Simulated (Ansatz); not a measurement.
# Dielectric function and optical constants of SiO2 (Quartz), part 2 of 2

Wanted: where SiO2 (Quartz) starts to absorb, how strongly, and its refractive index.

Ansatz 0.2.0; DFT, PBE, plane-wave PAW, default files, scalar-relativistic, independent-particle optical response without local fields.

So far, electronic dielectric constant ε∞, mean of the axes: step 3 (spectrum) 2.56.

## 4. Static response with local fields

Perturbation theory gives the static response with local fields and the functional's kernel, and it needs no empty bands.

This step: DFT, PBE, plane-wave PAW, default files, scalar-relativistic, static field response by perturbation theory with local fields (Ansatz 0.2.0).

File input.yaml:

```yaml
crystal:
  lattice:
    - [4.9158, 0.0, 0.0]
    - [-2.4579, 4.2572076799, 0.0]
    - [0.0, 0.0, 5.4091]
  atoms:
    - { symbol: Si, position: [0.4697, 0.4697, 0.0] }
    - { symbol: Si, position: [0.0, 0.5303, 0.6666666667] }
    - { symbol: Si, position: [0.5303, 0.0, 0.3333333333] }
    - { symbol: O, position: [0.8538, 0.268, 0.4523333333] }
    - { symbol: O, position: [0.732, 0.5858, 0.7856666667] }
    - { symbol: O, position: [0.4142, 0.1462, 0.119] }
    - { symbol: O, position: [0.268, 0.8538, 0.5476666667] }
    - { symbol: O, position: [0.5858, 0.732, 0.2143333333] }
    - { symbol: O, position: [0.1462, 0.4142, 0.881] }
kpoints:
  mp_grid: { grid: [5, 5, 4] }
scf:
  occupations: { method: fixed }
hamiltonian:
  xc: pbe
  pseudopotentials: { kind: paw }
dielectric: {}
```

Command:

```sh
> ansatz run input.yaml --threads 4 --pin off --max-ram 8192MiB --backend cpu --events-out ev --progress --plain --runs-dir out
```

The log of the run:

```text
[...]
Crystal: 9 atoms, lattice volume = 113.199 Å³
Basis set: ecut = 420 eV, 2209 PW (Γ), exchange–correlation on 72×72×96 points (8 copies of the dense FFT grid, shifted against one another)
Bands: 33, of which v1, the nominal top of the filled ones, is band 24 counted from 1 (23 counted from 0)
Symmetry: 6 space group operations
k-points: 51 of 100 (irreducible under 1 space group operation, time reversal used)
[...]
SCF iter   1: F=—  HF=-5322.117942 eV  |F-HF|=—  |Δ(HF+E_count)|=         —  Δρ=1.32e-3  dr2=1.03e-3  ethr=1.77e-3  ⟨swp⟩=4.9  Hψ=7684  notcnv=0  defer=325
[...]
SCF iter   7: F=-5322.120199 eV  HF=-5322.120199 eV  |F-HF|=2.02e-10  |Δ(HF+E_count)|=   1.10e-8  Δρ=3.20e-7  dr2=8.27e-11  ethr=1.00e-12  ⟨swp⟩=10.8  Hψ=8536  notcnv=0
SCF 1 converged in 7 iterations: F = -5322.120199 eV  dr2 = 8.27e-11
[...]
DFPT response loops at Γ: preconditioner auto → none (the input reference at scf.mixing.eps_inf says where Resta's filter doesn't serve); β = 0.50; Broyden in place of MSR1
SCF converged after 7 iterations
Free energy (F): -5322.120199 eV
[...]
Internal energy: -5322.120199 eV  (E = F + TS)
E sigma→0 (E₀):  -5322.120199 eV
Fermi energy:    2.523993 eV
[...]
--- Band table (eV; the first three rows and the last of 51) ---
  k-point 0: bands = [... 20 lower, 1.5355, 1.8491, 2.2214, 2.2214, 8.5303, 11.8538, 11.8538, 12.3090, ... 5 higher]
  k-point 1: bands = [... 20 lower, 1.4657, 2.0012, 2.3105, 2.4404, 9.1286, 11.6806, 11.7918, 11.8116, ... 5 higher]
  k-point 2: bands = [... 20 lower, 1.3346, 2.3207, 2.3207, 2.4441, 10.4816, 10.4816, 11.5997, 12.2849, ... 5 higher]
  k-point 50: bands = [... 20 lower, 1.5955, 1.7558, 2.1387, 2.4253, 10.4156, 11.8026, 12.1963, 12.4614, ... 5 higher]
--- Dielectric response (ions clamped): 2 representative field directions + reference, on 51 of 100 k-points (Σ response iterations 17) ---
  k mesh reduced under 1 symmetry operation, with k and −k counted as one. Each operation leaves every solved perturbation unchanged. A smaller set is not considered because the run solves the response to a homogeneous field
  ε∞ (high-frequency dielectric tensor):
        2.452047    -0.000000     0.000000
       -0.000000     2.452047     0.000000
       -0.000000    -0.000000     2.483749
  Born effective charges Z* (e; rows j = field, columns β = displacement):
    site 0:
         3.49725   -0.29140   -0.25825
        -0.29140    3.16076    0.14910
         0.22377   -0.12919    3.44833
    site 1:
         3.49725    0.29140    0.25825
         0.29140    3.16076    0.14910
        -0.22377   -0.12919    3.44833
    site 2:
         2.99252   -0.00000   -0.00000
        -0.00000    3.66549   -0.29820
        -0.00000    0.25838    3.44833
    site 3:
        -1.31369   -0.52195   -0.34186
        -0.46936   -2.01531   -0.72321
        -0.28231   -0.76252   -1.72416
    site 4:
        -2.26916   -0.08228    0.79725
        -0.02968   -1.05985    0.06555
         0.80152    0.13677   -1.72416
    site 5:
        -1.41066    0.52534   -0.45539
         0.57793   -1.91835    0.65767
        -0.51921    0.62575   -1.72416
    site 6:
        -1.41066   -0.52534    0.45539
        -0.57793   -1.91835    0.65767
         0.51921    0.62575   -1.72416
    site 7:
        -1.31369    0.52195    0.34186
         0.46936   -2.01531   -0.72321
         0.28231   -0.76252   -1.72416
    site 8:
        -2.26916    0.08228   -0.79725
         0.02968   -1.05985    0.06555
        -0.80152    0.13677   -1.72416
  Z* charge neutrality: 3.373e-5 e pre-enforcement
  k-mesh period / interband length: 21.6 Å / 0.95 Å = 22.72 at k = (0.0000, 0.0000, 0.0000), direct gap 6.309 eV — 14 or more, which is no proof of convergence
```

Run time: 31 s. Hardware: 4 threads of Arm Neoverse V1, shared host; peak memory 0.9 GiB.

Read-outs:

- electronic dielectric constant ε∞, mean of the axes: 2.463

ε∞ with local fields:

```
2.45 0.00 0.00
0.00 2.45 0.00
0.00 0.00 2.48
```

Diagonal elements. Born, by row:

```
atom  Z*xx (e)  Z*yy (e)  Z*zz (e)
 Si1     3.497     3.161     3.448
 Si2     3.497     3.161     3.448
 Si3     2.993     3.665     3.448
  O4    -1.314    -2.015    -1.724
  O5    -2.269     -1.06    -1.724
  O6    -1.411    -1.918    -1.724
  O7    -1.411    -1.918    -1.724
  O8    -1.314    -2.015    -1.724
  O9    -2.269     -1.06    -1.724
```

Mean Born charges are Si +3.37 and O -1.68, against formal valences of +4 and -2. They fall short of the ionic values, as in covalent bonds.

## 5. What came out

```
gap on the path                                                                         : 6.00 eV
least direct gap on the path                                                            : 6.30 eV
electronic dielectric constant ε∞, mean of the axes (independent particles)             : 2.56
absorption onset, first axis (α over 10⁴ cm⁻¹, or the direct gap if that lies higher)   : 7.33 eV
main peak of Im epsilon, first axis                                                     : 10.3 eV
electronic dielectric constant ε∞, mean of the axes (static response with local fields) : 2.46
```

What this shows: At this level (PBE, independent particles) SiO2 has a mean ε∞ = 2.56 (2.46 with local fields) and n = 1.60 at 1550 nm (E ∥ x); absorption sets in near 7.3 eV, and Im ε peaks at 10.3 eV (E ∥ x). The gap is indirect (6.00 eV), so absorption without phonons can begin only at the direct gap of 6.30 eV. Absorption becomes strong only at 7.33 eV, 1.02 eV above the least direct gap: the lowest transitions are weak or forbidden for this polarisation, or few states take part. Im ε has its chief maxima at 10.32 eV (3.8), 12.30 eV (2.7) and 13.59 eV (2.4) for E ∥ x or y. The static values by axis are 2.56 (xy), 2.57 (z). The first strong peak, at 10.32 eV, fits the second-highest filled and the third-lowest empty band, which run nearly parallel at that distance over 86 % of L–H; the match rests on energies alone. Through 1 µm of it, D65 light comes out colourless (x = 0.313, y = 0.329; 89 % transmitted). With local fields and the functional's kernel the static response is 2.46 against 2.56 for independent particles (-4 %). In the base spectrum excitons and phonon-assisted transitions are missing, and so are local fields; PBE gaps are as a rule too small, which pulls the onset down and ε∞ up. In the base run ε includes the program's bounded estimate of what the bands above those summed add.

[Long decimals in the printed logs are rounded to 6 places.]

[Logs are printed without paths, hosts, clocks, repeated set-up lines and the standing remarks that a program may print on its own settings, such as how far it seeks lower states.]

[Hosts, paths, dates, database ids (printed as entryN), source tags and the programs' standing remarks are cut or masked in the printed files.]

[Where the starting crystal was built by hand or by swapping elements, it need not be the compound's stable phase.]

[The count of steps not shown may lack steps that the program refused or didn't finish.]
